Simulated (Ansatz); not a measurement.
# KI (Fm-3m): converging the G0W0 gap, part 2 of 2

Aim: see how the G0W0 gap of KI (Fm-3m) on PBE moves with empty bands and screening cutoff, and what each rung costs.

Ansatz 0.2.0; G0W0 on PBE, plane waves, PAW. Known limits of the many-body steps: not at the basis limit; no spin-orbit coupling.

So far. Step 4 (566 empty bands, screening to 200 eV): Against the run with 4×4×4 mesh, 263 empty bands, screening to 120 eV, the gap moves by +0.07 eV.

## Step 5: Changing the frequency model: 4×4×4 mesh, 263 empty bands, screening to 120 eV, plasmon pole

A plasmon pole stands in for the full frequency dependence of the screening; this run shows what that costs in accuracy. Bands and cutoff differ from the step before, so it is read against an earlier run that matches them.

Contents of input.yaml:

```yaml
crystal:
  lattice:
    - [0.0, 3.532775, 3.532775]
    - [3.532775, 0.0, 3.532775]
    - [3.532775, 3.532775, 0.0]
  atoms:
    - { symbol: K, position: [0.0, 0.0, 0.0] }
    - { symbol: I, position: [0.5, 0.5, 0.5] }
kpoints:
  mp_grid: { grid: [4, 4, 4] }
hamiltonian:
  xc: pbe
scf:
  occupations: { method: fixed }
gw:
  n_empty_bands: 263
  ecut_chi: 120
  qp_bands: [v2, c2]
  qp_kpoints: band_edges
  screening: { model: godby_needs }
```

Command:

```console
$ ansatz run input.yaml --threads 3 --pin off --max-ram 92160MiB --backend cuda --events-out ev --progress --plain --runs-dir out --devices 1 --max-vram 13GiB
```

Numbers of over 12 decimals in the logs are rounded to 6 here.

The log of the run:

```text
GPUs: using 1 of 1 available (devices: 1).
[...]
GPU FFT provider: cuFFT
GPU libraries: cuBLAS 13.8.2, cuFFT 12.4.0, cuSOLVER 12.3.4
Crystal: 2 atoms, lattice volume = 88.182 Å³
Basis set: ecut = 420 eV, 1759 PW (Γ)
Bands: 17, of which v1, the nominal top of the filled ones, is band 13 counted from 1 (12 counted from 0)
Symmetry: 48 space group operations
[...]
k-points: 8 of 64
[...]
1    15      8.8465    -4.3116    -3.2980    -8.4588  0.8457     9.7011     9.6957  root
[...]
7    12      1.5417   -16.3903     1.6851   -12.9402  0.8149    -0.2474    -0.2233  root
     7    13      1.6690   -16.4223     1.6220   -13.0755  0.8147    -0.0785    -0.0558  root
     7    14      8.7387    -4.0658    -3.2424    -8.1132  0.8466     9.5483     9.5437  root
     7    15      8.7387    -4.0658    -3.2424    -8.1132  0.8466     9.5483     9.5437  root
[key lines of the parts left out:]
SCF converged after 6 iterations
Free energy (F): -9053.689078 eV
Fermi energy:    2.267639 eV
```

It took 14 s on 1 × NVIDIA H100 80GB HBM3 (shared by 6 runs) with 3 threads of AMD EPYC 7R13 (Zen 3), shared host; peak memory 1.4 GiB; 17 s of CPU time.

Numbers from this step:

```yaml
bands_summed: 276
plasmon_pole_fit_frequency: 20.16 eV
rpa_eps_infinity_on_this_mesh_eigenvalues: 2.640, 2.640, 2.640
plane_waves_in_the_screening_matrix: 259
g0w0_gap_on_the_mesh: 6.093 eV
k_of_the_valence_top: 0, 0, 0
k_of_the_conduction_bottom: 0, 0, 0
starting_gap_on_the_mesh: 3.967 eV
least_direct_g0w0_gap_on_the_computed_points: 6.093 eV
```

Against the run with 4×4×4 mesh, 263 empty bands, screening to 120 eV, the gap moves by +0.013 eV.

## Step 6: Changing the files: 4×4×4 mesh, 263 empty bands, screening to 120 eV, hard PAW files

Other atomic data (hard PAW) test the pseudisation: the cutoff goes from 420 to 520 eV, with the same valence electrons.

Changes to input.yaml since step 5:

```diff
@@ -12,2 +12,3 @@
   xc: pbe
+  pseudopotentials: { kind: paw, source: ansatz }
 scf:
@@ -19,2 +20,2 @@
   qp_kpoints: band_edges
-  screening: { model: godby_needs }
+  screening: { model: contour_deformation }
```

The log of the run:

```text
GPUs: using 1 of 1 available (devices: 1).
[...]
GPU FFT provider: cuFFT
GPU libraries: cuBLAS 13.8.2, cuFFT 12.4.0, cuSOLVER 12.3.4
Crystal: 2 atoms, lattice volume = 88.182 Å³
Basis set: ecut = 520 eV, 2421 PW (Γ)
Bands: 17, of which v1, the nominal top of the filled ones, is band 13 counted from 1 (12 counted from 0)
Symmetry: 48 space group operations
[...]
k-points: 8 of 64
[...]
1    15      8.8518    -4.3139    -3.3503    -8.4599  0.8301     9.6558     9.6474  root
[...]
7    12      1.5470   -16.3804     1.7087   -12.9296  0.7953    -0.2476    -0.1950  root
     7    13      1.6746   -16.4146     1.6372   -13.0675  0.7958    -0.0846    -0.0353  root
     7    14      8.7439    -4.0677    -3.2891    -8.1139  0.8311     9.5085     9.5010  root
     7    15      8.7439    -4.0677    -3.2891    -8.1139  0.8311     9.5085     9.5010  root
[key lines of the parts left out:]
SCF converged after 7 iterations
Free energy (F): -9056.119964 eV
Fermi energy:    2.273487 eV
```

It took 9.7 s on 1 × NVIDIA H100 80GB HBM3 (shared by 6 runs) with 3 threads; peak memory 1.2 GiB; 11 s of CPU time.

This step gave:

```
bands summed                                 : 276
RPA ε∞ on this mesh (eigenvalues)            : 2.640, 2.640, 2.640
plane waves in the screening matrix          : 259
G0W0 gap on the mesh                         : 6.083 eV
k of the valence top                         : 0, 0, 0
k of the conduction bottom                   : 0, 0, 0
starting gap on the mesh                     : 3.965 eV
least direct G0W0 gap on the computed points : 6.083 eV
```

Against the run with 4×4×4 mesh, 263 empty bands, screening to 120 eV, the gap moves by +0.003 eV.

## Step 7: Convergence and cost

Times are wall times on 1 × NVIDIA H100 80GB HBM3 (shared by 6 runs) with 3 threads of AMD EPYC 7R13 (Zen 3), shared host, good to a factor of about two.

```csv
mesh,files,frequency,bands summed,cutoff (eV),start (eV),G0W0 (eV),time,host memory (GiB)
4×4×4,default PAW,contour deformation,106,60,3.967,5.852,10 s,1.0
4×4×4,default PAW,contour deformation,276,120,3.967,6.080,9.9 s,1.2
4×4×4,default PAW,contour deformation,579,200,3.967,6.147,26 s,1.6
4×4×4,default PAW,plasmon pole,276,120,3.967,6.093,14 s,1.4
4×4×4,hard PAW,contour deformation,276,120,3.965,6.083,9.7 s,1.2
```

The parts of the quasiparticle energy at the two band edges (eV; QP = start + Σx + Σc − Vxc):

```csv
run,edge,start,Σx,Σc,Vxc,Z,QP
106 bands,valence top,2.27,-17.32,1.85,-14.18,0.80,0.98
106 bands,conduction bottom,6.23,-4.32,-2.94,-7.86,0.85,6.83
276 bands,valence top,2.27,-17.32,1.50,-14.18,0.80,0.63
276 bands,conduction bottom,6.23,-4.32,-3.06,-7.86,0.85,6.71
579 bands,valence top,2.27,-17.32,1.36,-14.18,0.80,0.48
579 bands,conduction bottom,6.23,-4.32,-3.14,-7.86,0.85,6.63
```

## Step 8: Results

| Property | Result |
| --- | --- |
| 106 bands, 60 eV | 5.852 eV |
| 276 bands, 120 eV | 6.080 eV |
| 579 bands, 200 eV | 6.147 eV |
| estimated limit in bands and cutoff | 6.21 eV |
| mesh and start | 4×4×4, PBE |

A line in one over the bands through the two highest rungs gives 6.21 eV, +0.06 eV from the top rung; the pair below gives 6.22 eV, in fair agreement. The rungs stand 0.36 eV (106 bands), 0.13 eV (276 bands) and 0.06 eV (579 bands) from it. From 106 to 579 bands the gap moves by +0.30 eV while the time grows 2.5-fold. Σc changes by −0.49 eV at the valence top and −0.20 eV at the conduction bottom, so the valence edge carries most of the change. The plasmon-pole model gives +0.01 eV against contour deformation, 1 % of the correction, and saved no time in this program. Hard PAW files move the gap by +0.003 eV at equal bands and cutoff, −0.002 eV of it in the start. The cheapest rung within 0.1 eV of this estimate is that with 579 bands (26 s). The many-body steps are scalar-relativistic: spin-orbit coupling is not in them.

[Paths, hosts, dates, memory and timing lines, banners, echoed tables and standing remarks are left out of the program output.]

[Logs are printed without paths, hosts, clocks, repeated set-up lines and the standing remarks that a program may print on its own settings, such as how far it seeks lower states.]

[Runs of the session that timed out or met a known fault of the program may be left out.]

[Cells called generated may have been cut or substituted from an entry of the Crystallography Open Database or the Materials Project.]

[Hosts, paths, dates, database ids (printed as entryN), source tags and the programs' standing remarks are cut or masked in the printed files.]
